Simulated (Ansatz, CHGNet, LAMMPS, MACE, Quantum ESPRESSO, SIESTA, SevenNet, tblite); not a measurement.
## tblite on Li+ BF4- in dimethyl sulfoxide at 330 K (96 atoms): settings against a plane-wave reference

Wanted: tblite inputs and outputs for Li+ BF4- in dimethyl sulfoxide at 330 K (96 atoms), checked against a plane-wave reference.

Method: the method is named at each step, in tblite 0.8.0.

## 1. Starting point

The cell holds 96 atoms: 18 C, 9 S, 9 O, 54 H, 1 B, 4 F and 1 Li. Its edges and angles: a = 10.470 Å, b = 10.470 Å, c = 10.470 Å, α = 90.0°, β = 90.0°, γ = 90.0°. 9 dimethyl sulfoxide, 1 Li+, 1 BF4- placed at random, at 1.15 g/cm³; overlaps pushed apart, then 10 ps at 550 K with stiff harmonic cages for PF6 and BF4 with UFF radii; Joung-Cheatham ions (J. Phys. Chem. B 112, 9020 (2008)); MMFF94 bonds, angles, torsions, charges and radii (Halgren, J. Comput. Chem. 17, 490 (1996)) in harmonic and 12-6 forms; charges of ions scaled by 0.8. Snapshot after 30 ps at 330 K and fixed volume.

The yardstick, on the same geometry:

- method: Kohn-Sham DFT, PBE, SSSP efficiency 1.3.0 pseudopotentials, plane waves (Quantum ESPRESSO 7.5); sssp-pbe-1.3.0-efficiency, cutoffs 60/480 Ry, Γ point
- r.m.s. force component: 0.7834 eV/Å
- longest force: 3.281 eV/Å
- pressure: 2.542 GPa
- gap (highest filled to lowest empty level): 3.772 eV
- time: 4.7 min on 2 MPI ranks of Arm Neoverse N1, shared host
- CPU time: 9.4 min

## 2. GFN1-xTB

Method: GFN1-xTB tight binding, diagonalisation.

run.py

```python
import numpy as np
from ase.io import read
from tblite.ase import TBLite

atoms = read("structure.xyz")
atoms.calc = TBLite(method="GFN1-xTB", electronic_temperature=580, accuracy=1.0, max_iterations=250, mixer_damping=0.4, verbosity=1)
energy = atoms.get_potential_energy()
forces = atoms.get_forces()
print(f"energy {energy:.6f} eV")
print("forces (eV/A)")
for i, (a, f) in enumerate(zip(atoms, forces)):
    print(f"{i:4d} {a.symbol:2s} {f[0]:10.5f} {f[1]:10.5f} {f[2]:10.5f}")
stress = -atoms.get_stress(voigt=False) * 160.21766
print("stress (GPa, compression positive)")
for row in stress:
    print(" ".join(f"{x:10.4f}" for x in row))
print("charges (e)")
print(np.array2string(atoms.get_charges(), precision=4, suppress_small=True, max_line_width=110, threshold=100000))
```

structure.xyz

```xyz
96
Lattice="10.46989 0.00000 0.00000 0.00000 10.46989 0.00000 0.00000 0.00000 10.46989" Properties=species:S:1:pos:R:3 pbc="T T T"
C 0.68682 2.61077 7.73830
S 9.60141 1.66513 8.13134
C 9.90022 2.05116 9.98597
O 8.54636 2.64941 7.61507
H 0.96983 2.34306 6.79810
H 0.48706 3.66352 7.77431
H 1.53279 2.46199 8.29854
H 0.01466 2.95973 10.03633
H 0.04921 1.30675 0.02031
H 8.94547 2.18025 0.05957
C 4.87886 7.04487 1.69193
S 5.56307 7.74667 3.18347
C 4.32982 7.07471 4.32511
O 6.95913 7.23009 3.42386
H 3.86527 7.49937 1.67256
H 5.38299 7.43519 0.75561
H 4.93770 5.96648 1.72450
H 3.26085 7.41917 4.16126
H 4.63439 7.38902 5.32038
H 4.35903 6.00218 4.15676
C 9.25475 6.73130 6.73298
S 7.61255 6.05306 6.28392
C 8.23750 4.74590 5.26991
O 6.84678 5.45199 7.51403
H 9.19246 7.57999 7.41446
H 9.81039 5.90104 7.18454
H 9.65230 7.07859 5.80294
H 7.34693 4.43107 4.80505
H 8.66781 3.96097 5.89434
H 8.89239 5.05047 4.51022
C 1.69591 6.41385 9.25350
S 2.36337 6.73853 7.54104
C 3.96118 6.02040 8.03491
O 1.61027 5.91800 6.53876
H 0.60244 6.39951 9.23601
H 2.01807 5.42236 9.54404
H 1.92636 7.16277 9.95969
H 3.87637 4.96629 8.32231
H 4.40646 6.52410 8.86391
H 4.61303 6.18394 7.18695
C 2.74688 3.64049 4.30407
S 3.06831 4.08765 2.61297
C 2.30222 2.68291 1.77883
O 2.36442 5.36530 2.33353
H 1.69047 3.88182 4.52571
H 2.87388 2.59287 4.49043
H 3.38219 4.24575 4.97613
H 2.78279 2.44221 0.84754
H 1.24278 2.92581 1.59886
H 2.50722 1.85160 2.43750
C 1.12185 10.22887 4.88023
S 0.08931 0.69855 3.73681
C 9.06745 10.21432 4.03112
O 10.40330 2.06016 4.26208
H 0.72441 10.33472 5.87738
H 1.11756 9.24355 4.38060
[... 36 atom lines left out ...]
F 2.29039 10.00367 0.46769
F 3.28639 1.10656 9.33495
F 3.92569 9.34794 9.32511
Li 7.61486 4.02128 8.76989
```

The run is started by

```sh
$ OMP_NUM_THREADS=1 python run.py > output.txt
```

Log:

```text
------------------------------------------------------------
  cycle        total energy    energy error   density error
------------------------------------------------------------
      1     -162.6465533477  -1.6379378E+02   5.7490945E-01
      2     -164.4524588205  -1.8059055E+00   2.8371749E-01
      3     -164.1509789831   3.0147984E-01   2.4071786E-01
      4     -165.0207587621  -8.6977978E-01   3.1614600E-02
      5     -165.0395974574  -1.8838695E-02   1.1786713E-02
      6     -165.0433129266  -3.7154692E-03   5.4196843E-03
      7     -165.0438625162  -5.4958960E-04   2.3943964E-03
      8     -165.0439501762  -8.7659964E-05   7.6558256E-04
      9     -165.0439507908  -6.1461790E-07   4.0805660E-04
     10     -165.0439548269  -4.0360509E-06   9.5198533E-05
     11     -165.0439549202  -9.3317198E-08   2.0238933E-05
     12     -165.0439549303  -1.0149023E-08   5.5764202E-06
------------------------------------------------------------
 total:                                   4.549 sec
energy -4491.074769 eV
forces (eV/A)
   0 C    -2.29063    0.32440    0.41101
   1 S     0.79968    1.93477    1.16473
   2 C    -0.62632   -0.16837   -0.37028
   3 O     0.76759   -0.93447    1.04245
   4 H     0.45202   -0.64199   -3.00265
   5 H    -0.48154    0.52294   -0.06575
   6 H     1.62336   -0.93796    2.02229
   7 H    -0.22051    0.32137   -0.06704
   8 H    -0.30227   -0.37935   -0.48335
   9 H     0.46587   -0.17228   -0.48523
  10 C    -0.11592    0.76418   -1.42689
  11 S     0.35648    2.56422   -0.26368
  12 C    -0.80923   -0.48303    0.03040
  13 O    -0.54870   -0.78804    0.15722
  14 H     0.42177   -0.84487   -0.04141
  15 H    -0.20258   -0.42682    1.23930
  16 H    -0.40430   -0.13031   -0.18961
  17 H     1.53017   -0.13123   -0.22358
  18 H     0.01749   -0.28193   -0.01911
  19 H    -0.14110   -0.11088    0.59112
  20 C    -0.59497   -0.69139    1.01340
  21 S    -1.55220    1.23127    1.58399
  22 C    -0.25178   -1.09149    1.29786
  23 O     2.14450    0.33796   -1.68699
[...]
88 H     0.45071   -0.87747   -0.14914
  89 H    -0.48780    0.42227   -0.52297
  90 B    -0.61363    1.01464   -0.57118
  91 F    -1.14208   -0.42046   -0.15651
  92 F     0.87256    0.37751   -1.12138
  93 F     0.11043   -0.55685    1.13306
  94 F     0.72413   -0.31648    0.74006
  95 Li    0.04626    0.08023   -0.58857
stress (GPa, compression positive)
   -0.2644     0.4942    -0.2830
    0.4942     0.6047     0.1833
   -0.2830     0.1833    -0.8358
charges (e)
[-0.0414  0.2843 -0.0408 -0.4731  0.0648  0.0676  0.0728  0.0568  0.0584  0.0563 -0.0351  0.2589 -0.0429
 -0.5314  0.07    0.0497  0.051   0.0644  0.0505  0.0578 -0.0351  0.2735 -0.0329 -0.4891  0.0434  0.0815
  0.0573  0.0544  0.0948  0.0616 -0.0588  0.2791 -0.0429 -0.4974  0.0459  0.0467  0.0713  0.0579  0.0627
  0.0589 -0.0363  0.2545 -0.051  -0.509   0.0737  0.0547  0.0483  0.0619  0.0526  0.0581 -0.0508  0.2678
 -0.0561 -0.4905  0.0651  0.0476  0.0653  0.0514  0.0555  0.057  -0.0466  0.2798 -0.044  -0.4473  0.0607
  0.0753  0.059   0.0558  0.0627  0.0586 -0.0381  0.2755 -0.0549 -0.5312  0.0637  0.0787  0.0607  0.0733
  0.0534  0.0442 -0.0366  0.2809 -0.0529 -0.4338  0.0779  0.0411  0.0756  0.0649  0.048   0.0533  0.7381
 -0.4171 -0.4272 -0.4354 -0.3972  0.4301]
```

It took 5.5 s on 1 thread of Arm Neoverse N1, shared host; peak memory 0.16 GiB.

Banners, paths, timers and routine set-up lines are dropped from the logs unmarked, and long logs keep their key lines alone; longer cuts are marked.

Against the reference:

```
r.m.s. force component                  : 0.7614 eV/Å
r.m.s. difference of force components   : 259.3 meV/Å
longest difference of force vectors     : 1046 meV/Å
force difference over r.m.s. force      : 33.1 %
slope of forces against the reference's : 0.9176
correlation of force components         : 0.944
pressure                                : -0.1652 GPa
pressure difference                     : -2.707 GPa
```

Length of the force difference by element (eV/Å):

```csv
element,atoms,mean,most
B,1,0.30,0.30
C,18,0.41,0.58
F,4,0.56,0.72
H,54,0.32,0.46
Li,1,0.36,0.36
O,9,0.65,1.0
S,9,0.68,0.90
```

A closer look about H36, picked at random: 9 atoms, nearest first, numbered in the order of the input, with positions taken from that point.

```csv
atom,x,y,z,distance (Å),bonds,Mulliken charge (e),Fx,Fy,Fz (eV/Å)
H36,0.00,0.00,0.00,0.00,1,0.05,0.14,-0.02,0.30
C31,-0.32,0.99,-0.29,1.08,4,-0.06,-1.24,-1.00,-1.29
H35,-1.42,0.98,-0.31,1.75,1,0.05,0.16,-0.12,-0.46
H37,-0.09,1.74,0.42,1.79,1,0.07,0.89,0.83,0.44
H38,1.86,-0.46,-1.22,2.27,1,0.06,0.05,0.14,-0.41
H66,-1.47,0.04,1.89,2.39,1,0.08,0.44,0.95,-0.37
S32,0.35,1.32,-2.00,2.42,3,0.28,-0.09,1.34,1.38
C33,1.94,0.60,-1.51,2.53,4,-0.04,-0.05,-0.93,-0.85
H39,2.39,1.10,-0.68,2.72,1,0.06,-0.17,0.71,0.54
```

Atoms are counted from 1 here, from 0 in the log.

Forces lie 33 % from the reference's, at 0.0098 times its CPU time (on 1 against 2 cores).

## 3. Results

```
force difference from the reference : tblite GFN1-xTB, 33 %
its CPU time                        : 5.5 s
```

What this shows: Tight binding differs by 33 % (tblite GFN1-xTB); it is another model, with fitted parameters of its own, and the xTB methods hold dispersion. One electronic-structure run takes under half the reference's CPU time: tblite GFN1-xTB, at 33 % in 5.5 s against 9.4 min; its pressure misses by -2.7 GPa. Periodic xTB results under one method name differ between programs and library versions. The reference's pressure holds the uncorrected Pulay stress of its 60 Ry basis, so small pressure differences, and their order, may be the reference's own error. The network of contacts between molecules at the start is that of the classical potential that made the cell, and needn't be the one that DFT or experiment would give. The reference's PBE has no dispersion term, which matters for the binding between molecules or layers. The density was typed from a rule of thumb and may lie off the real one at this temperature. The electronic-structure runs sample only Γ, in a cell whose shortest periodic width is 10 Å.

[Also dropped from logs without a mark: logging warnings of Python, and SIESTA's first energy breakdown and zero terms.]

[Logs are printed without paths, hosts, clocks, repeated set-up lines and the standing remarks that a program may print on its own settings, such as how far it seeks lower states.]

[Hosts, paths, dates, database ids (printed as entryN), source tags and the programs' standing remarks are cut or masked in the printed files.]

[The MMFF94 radii named for the starting cell were scaled by 0.96; in molecules described by MMFF94, hydrogen bound to N, O or S took a small fixed 12-6 site in their place.]
